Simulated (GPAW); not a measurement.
# A GW chain in GPAW: CsH (Fm-3m)

Wanted: ground state, empty states, screening and self-energy for CsH (Fm-3m).

Program: GPAW 26.7.0. Level of theory: LDA and many-body steps on it, plane waves. Results are calculated unless marked as measured.

The database entry behind the starting cell differs from later determinations by our own check (0.1 to 0.3 % short, probably kX units), so it need not match the best structure at ambient conditions.

**1. The starting structure**

It takes space group Fm-3m (No. 225, cubic). Conventional cell: a = 6.376 Å, b = 6.376 Å, c = 6.376 Å, α = 90.00°, β = 90.00°, γ = 90.00°. Nearest to Cs lie 6 H at 3.19 Å. Nearest to H lie 6 Cs at 3.19 Å. Farther neighbours are not listed.

Coordinates:

```cif
data_structure
_symmetry_space_group_name_H-M 'P 1'
_symmetry_Int_Tables_number 1
_cell_length_a 4.5085
_cell_length_b 4.5085
_cell_length_c 4.5085
_cell_angle_alpha 60.000
_cell_angle_beta 60.000
_cell_angle_gamma 60.000
_cell_volume 64.80
loop_
_atom_site_label
_atom_site_type_symbol
_atom_site_fract_x
_atom_site_fract_y
_atom_site_fract_z
_atom_site_occupancy
Cs1 Cs 0.00000 0.00000 0.00000 1
H2 H 0.50000 0.50000 0.50000 1
```

The cell and positions come from the Crystallography Open Database and are kept as given unless a step says otherwise. Spin-orbit coupling is left out unless a step names it.

**2. Ground state**

This step: GPAW 26.7.0; DFT, LDA, plane waves, PAW.

The ground-state density comes first.

The input, run.py:

```python
import json
import numpy as np
from gpaw.mpi import world
from ase import Atoms
from gpaw import GPAW, PW, FermiDirac

atoms = Atoms(['Cs', 'H'],
    cell=[[0.0000000000, 3.1880000000, 3.1880000000],
      [3.1880000000, 0.0000000000, 3.1880000000],
      [3.1880000000, 3.1880000000, 0.0000000000]],
    scaled_positions=[[0.0000000000, 0.0000000000, 0.0000000000],
      [0.5000000000, 0.5000000000, 0.5000000000]],
    pbc=(True, True, True))
calc = GPAW(mode=PW(600),
    xc='LDA',
    kpts={'size': (6, 6, 6), 'gamma': True},
    occupations=FermiDirac(0.001),
    nbands=-7,
    convergence={'density': 1e-6, 'bands': -3},
    maxiter=100,
    txt='gs.txt')
atoms.calc = calc
res = {'energy': atoms.get_potential_energy()}
kpts = calc.get_ibz_k_points()
res['kpts'] = kpts
res['eigenvalues'] = [calc.get_eigenvalues(kpt=k) for k in range(len(kpts))]
res['n_electrons'] = calc.get_number_of_electrons()
calc.write('gs.gpw')

if world.rank == 0:
    with open('result.json', 'w') as f:
        json.dump(res, f, default=lambda x: x.tolist())
```

Run with:

```sh
$ mpirun -n 4 gpaw python run.py
```

Numbers of over 12 decimals in the logs are rounded to 6 here.

Log:

```text
__  _  _
 | _ |_)|_||  |
 |__||  | ||/\| - 26.7.0

Input parameters:
  mode=PW(ecut=600.0),
  convergence={'density': 1e-06, 'bands': -3},
  kpts=MonkhorstPack(size=(6, 6, 6), gamma=True),
  maxiter=100,
  nbands=-7,
  occupations=Occupations(name='fermi-dirac', width=0.001, fixmagmom=False),
  xc=XC(name='LDA')
  [... matrices ...]
Diagonalizing LCAO Hamiltonian
Converting LCAO to pw mode

                 H

       Cs

Atoms  # Å, Bohr magnetons
|   | symbol |        x |        y |        z |    initial magnetic moments |
| 0 |     Cs | 0.000000 | 0.000000 | 0.000000 | ( 0.0000,  0.0000,  0.0000) |
| 1 |      H | 3.188000 | 3.188000 | 3.188000 | ( 0.0000,  0.0000,  0.0000) |

Unit cell  # Å
| periodic |        x |        y |        z |  lengths |    angles |
|      yes | 0.000000 | 3.188000 | 3.188000 | 4.508513 | 60.000000 |
|      yes | 3.188000 | 0.000000 | 3.188000 | 4.508513 | 60.000000 |
|      yes | 3.188000 | 3.188000 | 0.000000 | 4.508513 | 60.000000 |

Number of symmetries: 48
Symmetry operations  # r_c * U_cc + t_c -> r_c
|    | kind |            matrix            |
|  0 |  σ   |  1, 0, 0,  1, 0,-1,  1,-1, 0 |
|  1 |  C2  |  1, 0, 0,  1,-1, 0,  1, 0,-1 |
|  2 |  E   |  1, 0, 0,  0, 1, 0,  0, 0, 1 |
|  3 |  σ   |  1, 0, 0,  0, 0, 1,  0, 1, 0 |
|  4 |  C4  |  1, 0,-1,  1, 0, 0,  1,-1, 0 |
|  5 |  S6  |  1, 0,-1,  1,-1, 0,  1, 0, 0 |
|  6 |  σ   |  1, 0,-1,  0, 1,-1,  0, 0,-1 |
|  7 |  C3  |  1, 0,-1,  0, 0,-1,  0, 1,-1 |
|  8 |  S6  |  1,-1, 0,  1, 0, 0,  1, 0,-1 |
|  9 |  C4  |  1,-1, 0,  1, 0,-1,  1, 0, 0 |
| 10 |  C3  |  1,-1, 0,  0,-1, 1,  0,-1, 0 |
| 11 |  σ   |  1,-1, 0,  0,-1, 0,  0,-1, 1 |
| 12 |  σ   |  0, 1, 0,  1, 0, 0,  0, 0, 1 |
| 13 |  C4  |  0, 1, 0,  0, 1,-1, -1, 1, 0 |
| 14 |  C3  |  0, 1, 0,  0, 0, 1,  1, 0, 0 |
| 15 |  S6  |  0, 1, 0, -1, 1, 0,  0, 1,-1 |
| 16 |  C2  |  0, 1,-1,  1, 0,-1,  0, 0,-1 |
| 17 |  σ   |  0, 1,-1,  0, 1, 0, -1, 1, 0 |
| 18 |  S4  |  0, 1,-1,  0, 0,-1,  1, 0,-1 |
| 19 |  C4  |  0, 1,-1, -1, 1, 0,  0, 1, 0 |
| 20 |  C3  |  0, 0, 1,  1, 0, 0,  0, 1, 0 |
| 21 |  σ   |  0, 0, 1,  0, 1, 0,  1, 0, 0 |
| 22 |  S6  |  0, 0, 1,  0,-1, 1, -1, 0, 1 |
| 23 |  C4  |  0, 0, 1, -1, 0, 1,  0,-1, 1 |
| 24 |  S4  |  0, 0,-1,  1, 0,-1,  0, 1,-1 |
| 25 |  C3  |  0, 0,-1,  0, 1,-1,  1, 0,-1 |
| 26 |  C2  |  0, 0,-1,  0,-1, 0, -1, 0, 0 |
| 27 |  S6  |  0, 0,-1, -1, 0, 0,  0,-1, 0 |
| 28 |  S4  |  0,-1, 1,  1,-1, 0,  0,-1, 0 |
| 29 |  C4  |  0,-1, 1,  0, 0, 1, -1, 0, 1 |
| 30 |  C2  |  0,-1, 1,  0,-1, 0,  1,-1, 0 |
| 31 |  σ   |  0,-1, 1, -1, 0, 1,  0, 0, 1 |
| 32 |  C3  |  0,-1, 0,  1,-1, 0,  0,-1, 1 |
| 33 |  S6  |  0,-1, 0,  0, 0,-1, -1, 0, 0 |
| 34 |  S4  |  0,-1, 0,  0,-1, 1,  1,-1, 0 |
| 35 |  C2  |  0,-1, 0, -1, 0, 0,  0, 0,-1 |
| 36 |  C2  | -1, 1, 0,  0, 1, 0,  0, 1,-1 |
| 37 |  S6  | -1, 1, 0,  0, 1,-1,  0, 1, 0 |
| 38 |  S4  | -1, 1, 0, -1, 0, 1, -1, 0, 0 |
| 39 |  C3  | -1, 1, 0, -1, 0, 0, -1, 0, 1 |
| 40 |  S6  | -1, 0, 1,  0, 0, 1,  0,-1, 1 |
| 41 |  C2  | -1, 0, 1,  0,-1, 1,  0, 0, 1 |
| 42 |  C3  | -1, 0, 1, -1, 1, 0, -1, 0, 0 |
| 43 |  S4  | -1, 0, 1, -1, 0, 0, -1, 1, 0 |
| 44 |  C2  | -1, 0, 0,  0, 0,-1,  0,-1, 0 |
| 45 |  i   | -1, 0, 0,  0,-1, 0,  0, 0,-1 |
| 46 |  σ   | -1, 0, 0, -1, 1, 0, -1, 0, 1 |
| 47 |  C2  | -1, 0, 0, -1, 0, 1, -1, 1, 0 |

BZ-sampling:
  Number of BZ points: 216
  Number of IBZ points: 16

  Monkhorst-Pack size: [6, 6, 6]
  Monkhorst-Pack shift: [0.083333, 0.083333, 0.083333]

K-points  # in reciprocal-cell coordinates
|     |                                coordinates |     weight |
|   0 | (  0.00000000,   0.00000000,   0.00000000) | 0.00462963 |
|   1 | (  0.16666667,   0.16666667,   0.00000000) | 0.02777778 |
|   2 | (  0.16666667,   0.16666667,   0.16666667) | 0.03703704 |
|   3 | (  0.33333333,   0.16666667,   0.16666667) | 0.05555556 |
|   4 | (  0.33333333,   0.33333333,  -0.33333333) | 0.05555556 |
|   5 | (  0.33333333,   0.33333333,   0.00000000) | 0.02777778 |
|   6 | (  0.33333333,   0.33333333,   0.16666667) | 0.11111111 |
|   7 | (  0.33333333,   0.33333333,   0.33333333) | 0.03703704 |
|   8 | (  0.50000000,   0.33333333,  -0.33333333) | 0.11111111 |
|   9 | (  0.50000000,   0.33333333,  -0.16666667) | 0.05555556 |
| ... |                                            |            |
|  15 | (  0.50000000,   0.50000000,   0.50000000) | 0.01851852 |

Plane wave coefficients: 2200
Cutoff: 600.0 eV

Spin-components: 1 (collinear spins)
Bands:           12
Projectors:      8
Spin-degeneracy: 2
Datatype:        complex128

  Storage: CPU
  Wave functions: 6_478_848 bytes (1_619_712 per core)
  Projectors: 10_258_176 bytes (2_564_544 per core)
  [... matrices ...]
Parallelization:
  kpt:    4
  domain: 1
  band:   1

Density:
  Valence electrons: 10.0
  Components: 1
  Grid points: [27 27 27]
  Charge: 0.0  # |e|

Potential:
  Grid points: [27 27 27]

species:
  Cs:
    name:    Caesium
    Z:       55.0
    valence: 9
    core:    46
    charge:  0.0  # [|e|]
    compensation charges:
      type: gauss
      rc: 0.33  # [Å]
      lmax: 2
    cutoffs:
      filter: 2.06  # [Å]
      core: 2.51  # [Å]
    projectors
    | kind |    occ | energy [eV] | rcut [Å] |
    |   5s |  2.000 |     -26.872 |    1.164 |
    |   6s |  1.000 |      -2.224 |    1.164 |
    |   5p |  6.000 |     -13.611 |    1.058 |
    |    p |        |      13.601 |    1.058 |
    |    d |        |       0.000 |    1.058 |

    Using partial waves for Cs as LCAO basis

  H:
    name:    Hydrogen
    Z:       1.0
    valence: 1
    core:    0
    charge:  0.0  # [|e|]
    compensation charges:
      type: gauss
      rc: 0.15  # [Å]
      lmax: 2
    cutoffs:
      filter: 0.85  # [Å]
      core: 0.53  # [Å]
    projectors
    | kind |    occ | energy [eV] | rcut [Å] |
    |   1s |  1.000 |      -6.353 |    0.476 |
    |    s |        |      20.858 |    0.476 |
    |    p |        |       0.000 |    0.476 |

    Using partial waves for H as LCAO basis

Reference energy: -211646.394224  # eV

eigensolver:
  PPCG
  Converge bands: -3
  niter=2

density mixing:
  MSR1-Mixer
  Pratt-step length: 0.05
  Maximum mixing coefficient: 0.75
  Old densities: 10
  SVD Regularization: 0.005
  Good broyden scale: 1.0
  Trust region scale: 1.0
  Backstep threshold: 4.0
  History deletion threshold: 6.0
  Fourier metric: weight=20.0, sigma=0.015

occupation numbers:
  Fermi-Dirac:
    width: 0.0010  # eV

poisson solver:
  ecut: 4800.0  # eV

xc functional:
  name: None

Initialization done in: 0.765 s

convergence criteria:
- Maximum integral of absolute [dens]ity change: 1e-06 electrons / valence electron
- Maximum [total energy] change in last 3 cyles: 0.0005 eV / valence electron
- Maximum integral of absolute [eigenst]ate change: 4e-08 eV^2 / valence electron
maximum number of iterations: 100

SCF iterations
|iter     |     time |      energy | eigst |  dens |
|iter:   1|  |   -6.093428 | +1.70 |       |
|iter:   2|  |   -5.883886 | +0.80 | -0.88 |
|iter:   3|  |   -4.876789 | -0.08 | -0.91 |
|iter:   4|  |   -4.872001 | -1.25 | -1.62 |
|iter:   5|  |   -4.871842c| -2.36 | -1.91 |
|iter:   6|  |   -4.871840c| -3.89 | -2.95 |
|iter:   7|  |   -4.871841c| -5.47 | -3.55 |
|iter:   8|  |   -4.871841c| -6.59 | -4.35 |
|iter:   9|  |   -4.871841c| -7.26 | -5.25 |
|iter:  10|  |   -4.871841c| -7.71c| -5.97 |
|iter:  11|  |   -4.871841c| -8.12c| -6.30c|

Converged in 11 steps
SCF loop duration: 2.164 s (0.197 s/step)
Energy contributions relative to reference atoms: (reference = -211646.394224)
  [... matrices ...]
Energy contributions:
  Kinetic:           2.480775
  Coulomb:          -2.168939
  Zero:             -0.032562
  External:          0.000000
  Xc:               -5.151115
  Entropy:          -0.000000
  Spinorbit:         0.000000
  ----------------------------
  Free energy:      -4.871841
  Extrapolated:     -4.871841

dipole moment: (-35.920873, -35.920873, -35.920873)  # |e|*Ang

Fermi level: 2.985
Eigenvalues  # (at kpt = [0.000, 0.000, 0.000])
| band index |      eig [eV] | occ [0-2] |
|          0 |       -18.876 |     2.000 |
|          1 |        -5.287 |     2.000 |
|          2 |        -5.287 |     2.000 |
|          3 |        -5.287 |     2.000 |
|          4 |         0.753 |     2.000 |
|          5 |         7.624 |     0.000 |
|          6 |         7.624 |     0.000 |
|          7 |         7.624 |     0.000 |
|          8 |         8.284 |     0.000 |
|          9 |         9.445 |     0.000 |
|         10 |         9.445 |     0.000 |
|         11 |        11.076 |     0.000 |

Gap: 1.945 eV
Transition (v -> c):
  (s=0, k=15, n=4, [0.50, 0.50, 0.50]) -> (s=0, k=15, n=5, [0.50, 0.50, 0.50])
No difference between direct/indirect transitions
# Writing to gs.gpw (mode='')
  [... matrices ...]
```

The job ended after 4.4 s (4 MPI ranks of Arm Neoverse V2, shared host; peak memory 0.64 GiB).

This step gave:

| Quantity | Value |
| --- | --- |
| total energy | -4.872 eV |
| gap | 1.945 eV |
| k of the valence top | 0.5, 0.5, 0.5 |
| k of the conduction bottom | 0.5, 0.5, 0.5 |
| least direct gap | 1.945 eV |

The gap is direct, at (0.500, 0.500, 0.500).

**3. Empty states on the mesh, 4×4×4 mesh, 157 bands**

The sums over transitions need many empty states on a uniform mesh; this step solves for them.

The input, run.py:

```python
import json
import numpy as np
from gpaw.mpi import world
from gpaw import GPAW

calc = GPAW('gs.gpw').fixed_density(kpts={'size': (4, 4, 4), 'gamma': True},
    parallel={'domain': 1, 'band': 1},
    txt='nscf.txt')
calc.diagonalize_full_hamiltonian(nbands=157)
calc.write('full.gpw', mode='all')
res = {}
kpts = calc.get_ibz_k_points()
res['kpts'] = kpts
res['eigenvalues'] = [calc.get_eigenvalues(kpt=k) for k in range(len(kpts))]
res['n_electrons'] = calc.get_number_of_electrons()

if world.rank == 0:
    with open('result.json', 'w') as f:
        json.dump(res, f, default=lambda x: x.tolist())
```

Run with:

```sh
$ mpirun -n 4 gpaw python run.py
```

Log:

```text
Diagonalizing LCAO Hamiltonian
Converting LCAO to pw mode
convergence criteria:
- Maximum integral of absolute [eigenst]ate change: 4e-08 eV^2 / valence electron
maximum number of iterations: 100

SCF iterations
|iter     |     time |      energy | eigst |  dens |
|iter:   1|  |             | +2.03 |       |
|iter:   2|  |             | +0.61 |       |
|iter:   3|  |             | -0.19 |       |
|iter:   4|  |             | -1.75 |       |
|iter:   5|  |             | -3.39 |       |
|iter:   6|  |             | -5.32 |       |
|iter:   7|  |             | -6.83 |       |
|iter:   8|  |             | -7.41c|       |
SCF steps: 8
  __  _  _
 | _ |_)|_||  |
 |__||  | ||/\| - 26.7.0

Input parameters:
  mode=PW(ecut=600.0),
  convergence={'density': 1e-06, 'bands': -3},
  gpts=array([27, 27, 27]),
  kpts=MonkhorstPack(size=(4, 4, 4), gamma=True),
  maxiter=100,
  nbands=12,
  occupations=Occupations(name='fermi-dirac', width=0.001, fixmagmom=False),
  parallel={'domain': 1, 'band': 1},
  xc=XC(name='LDA')
Matrix size: 2141x2141
# Writing to full.gpw (mode='all')
  [... matrices ...]

timing:  # [seconds]
  Total: 16.549  # ━━━━━━━━━━━━━━━━━━━━━━━━━━━━━━━━━━━━━━━━━━━━━━━━━━━━━━━━━━
```

Elapsed: 20 s, on 4 MPI ranks; peak memory 2.2 GiB.

This step gave:

```
gap                                                           : 1.945 eV
k of the valence top                                          : 0.5, 0.5, 0.5
k of the conduction bottom                                    : 0.5, 0.5, 0.5
least direct gap                                              : 1.945 eV
k points computed                                             : 8
lowest point of the top converged band, above the valence top : 93.1577 eV
```

On this mesh the gap is 1.945 eV.

**4. Screening and self-energy, 4×4×4 mesh, 147 bands, screening to 100 eV**

G0W0 replaces the xc potential by the self-energy, built once from these orbitals. Only a window of levels is corrected, while the sums run over the empty bands that the input names.

This step: G0W0 on LDA, plane waves, PAW.

The input, run.py:

```python
import json
import numpy as np
from gpaw.mpi import world
from gpaw.response.g0w0 import G0W0

gw = G0W0('full.gpw',
    filename='gw',
    kpts=[0, 7],
    bands=(3, 7),
    ecut=100,
    nbands=147,
    integrate_gamma='WS',
    ppa=True)
gw.calculate()
res = {mode: {k: v for k, v in r.items() if k != 'sigma_eskwn'}
       for mode, r in gw.all_results.items()}

if world.rank == 0:
    with open('result.json', 'w') as f:
        json.dump(res, f, default=lambda x: x.tolist())
```

Run with:

```sh
$ mpirun -n 4 gpaw python run.py
```

Log:

```text
Using integrator: PointIntegrator
FrequencyGridDescriptor(from 0.000+0.000j to 0.000+27.211j eV, 2 points)
Nonperiodic BCs:  [False False False]
Using integrator: PointIntegrator
FrequencyGridDescriptor(from 0.000+0.000j to 0.000+27.211j eV, 2 points)
Nonperiodic BCs:  [False False False]
  ___  _ _ _
 |   || | | |
 | | || | | |
 |__ ||_____|
 |___|

BZ k-points: Symmetries present (total): 48

  [... matrices ...]
64 k-points: 4 x 4 x 4 Monkhorst-Pack grid + [1/8,1/8,1/8]
8 k-points in the irreducible part of the Brillouin zone
       k-points in crystal coordinates                weights
   0:     0.00000000    0.00000000    0.00000000          1/64
   1:     0.25000000    0.25000000    0.00000000          6/64
   2:     0.25000000    0.25000000    0.25000000          8/64
   3:     0.50000000    0.25000000   -0.25000000          6/64
   4:     0.50000000    0.25000000    0.25000000         12/64
   5:     0.50000000    0.50000000    0.00000000          3/64
   6:     0.50000000    0.50000000    0.25000000         24/64
   7:     0.50000000    0.50000000    0.50000000          4/64

Distributing spins, k-points and bands (1 x 2 x 4) over 4 processes
Number of blocks: 1

Quasi particle states:
k-points (IBZ indices): [0, 7]
Band range: (3, 7)
  [... matrices ...]
Computational parameters:
Plane wave cut-off: 100 eV
Number of bands: 147
Coulomb cutoff: None
Broadening: 0.1 eV

fxc modes: GW
Kernel: RPA
Using Godby-Needs plasmon-pole approximation:
  Fitting energy: i*E0, E0 = 1.000 Hartree
Summing all q:

Calculating screened Coulomb potential
No Coulomb truncation
FrequencyGridDescriptor(from 0.000+0.000j to 0.000+27.211j eV, 2 points)
Removing empty qpoint cache files...

Calculating chi0 body with:
    Ground state adapter containing:
    Number of spins: 1
    Number of kpoints: 64
    Number of irreducible kpoints: 8
    Number of completely occupied states: 5
    Number of partially occupied states: 5
    Occupied states memory: 1.501694 M / cpu

    Linear response parametrization:
    q_c: [0.0, 0.0, 0.0]
    Number of frequency points: 2
    Planewave cutoff: 100.0
    Number of bands: 147
    Number of planewaves: 169
    Broadening (eta): 1e-06
    comm.size: 4
    kncomm.size: 4
    blockcomm.size: 1

    Memory estimate of potentially large arrays:
        chi0_wGG: 0.871613 M / cpu
Integrating chi0 body.

Symmetries of q_c:
    Direct symmetries (Uq -> q): 48
    Indirect symmetries (TUq -> q): 0
In total 48 allowed symmetries.

  [... matrices ...]
8 groups of equivalent kpoints. 87.5% reduction.

Integral kind: response function
Integrating chi0 head and wings.

Symmetries of q_c:
    Direct symmetries (Uq -> q): 48
    Indirect symmetries (TUq -> q): 0
In total 48 allowed symmetries.

  [... matrices ...]
8 groups of equivalent kpoints. 87.5% reduction.

Integral kind: response function wings

Calculating chi0 body with:
    Ground state adapter containing:
    Number of spins: 1
    Number of kpoints: 64
    Number of irreducible kpoints: 8
    Number of completely occupied states: 5
    Number of partially occupied states: 5
    Occupied states memory: 1.501694 M / cpu

[... the further q-points ...]

Results:
f:      Occupation numbers
eps:     KS-eigenvalues [eV]
vxc:     KS vxc [eV]
exx:     Exact exchange [eV]
sigma:   Self-energies [eV]
dsigma:  Self-energy derivatives
Z:       Renormalization factors
qp:      QP-energies [eV]

k-point 0 (0): (0.000, 0.000, 0.000)                GW
band       f     eps     vxc     exx   sigma  dsigma       Z      qp
                                                                   GW
   3   1.000  -5.287 -17.429 -21.627   2.240  -0.244   0.804  -6.861
   4   1.000   0.753  -9.039 -12.489   1.608  -0.265   0.790  -0.703
   5   0.000   7.624  -9.184  -4.245  -3.549  -0.199   0.834   8.783
   6   0.000   7.624  -9.184  -4.245  -3.549  -0.199   0.834   8.783

k-point 1 (7): (0.500, 0.500, 0.500)                GW
band       f     eps     vxc     exx   sigma  dsigma       Z      qp
                                                                   GW
   3   1.000  -5.384 -17.260 -21.483   2.249  -0.244   0.804  -6.970
   4   1.000   2.622 -10.854 -14.036   1.368  -0.261   0.793   1.184
   5   0.000   4.567  -7.650  -3.578  -3.107  -0.183   0.846   5.382
   6   0.000   7.188  -9.015  -4.374  -3.364  -0.195   0.837   8.256
```

Elapsed: 37 s, on 4 MPI ranks; peak memory 1.1 GiB.

This step gave:

- G0W0 gap on the points computed: 4.199 eV
- least direct G0W0 gap on the computed points: 4.199 eV
- Z at the valence top: 0.7931
- Z at the conduction bottom: 0.8456
- starting gap on the mesh: 1.945 eV
- k of the valence top: 0.5, 0.5, 0.5
- k of the conduction bottom: 0.5, 0.5, 0.5

The gap on the mesh goes from 1.95 eV to 4.20 eV, a correction of +2.25 eV.

Limits: finite bands, cutoff and mesh; no spin-orbit coupling. v1 is the top filled band, c1 the lowest empty one. Levels before and after the correction, in eV, zero at the valence-band top of each column:

```csv
,conduction bottom,valence top
Kohn-Sham,1.95,0.00
G0W0,4.20,0.00
```

```csv
,level,energy (eV)
Kohn-Sham,(0.5 0.5 0.5) v2,-8.006
Kohn-Sham,(0.5 0.5 0.5) v1,0.000
Kohn-Sham,(0.5 0.5 0.5) c1,1.945
Kohn-Sham,(0.5 0.5 0.5) c2,4.566
G0W0,(0.5 0.5 0.5) v2,-8.153
G0W0,(0.5 0.5 0.5) v1,0.000
G0W0,(0.5 0.5 0.5) c1,4.199
G0W0,(0.5 0.5 0.5) c2,7.073
```

**5. Where the time went**

Times are wall times on 4 MPI ranks of Arm Neoverse V2, shared host, good to a factor of about two.

```csv
step,time,share,memory (GiB)
ground state,4.4 s,7 %,0.64
empty states on the mesh,20 s,32 %,2.2
screening and self-energy,37 s,61 %,1.1
```

**6. Results**

```json
{"LDA gap": "1.95 eV, direct", "G0W0 gap on the mesh": "4.20 eV", "GW settings": "4×4×4 mesh, 147 bands, screening to 100 eV, Godby-Needs plasmon pole", "known limits": "not at the basis limit; no spin-orbit coupling"}
```

What this shows: G0W0 moves the gap on the mesh from 1.95 eV to 4.20 eV (+2.25 eV), with Z of 0.79 and 0.85 at the edges. Only 2 of the mesh's irreducible points were corrected, so a valley elsewhere could overtake. The dearest step here is «screening and self-energy». Bands and cutoff are finite, so the gap is not at the basis limit. The miss can reach some tenths of an eV and take either sign; the mesh is an error of its own. These stock PAW sets were not made for GW. In the G0W0 run levels were corrected at 2 k points alone, so a gap called «on the mesh» is the least over those, and an edge elsewhere would be missed. The many-body steps are scalar-relativistic: spin-orbit coupling is not in them.

[Paths, hosts, dates, memory and timing lines, banners, echoed tables and standing remarks are left out of the program output.]

[Logs are printed without paths, hosts, clocks, repeated set-up lines and the standing remarks that a program may print on its own settings, such as how far it seeks lower states.]

[Runs of the session that timed out or met a known fault of the program may be left out.]

[Hosts, paths, dates, database ids (printed as entryN), source tags and the programs' standing remarks are cut or masked in the printed files.]
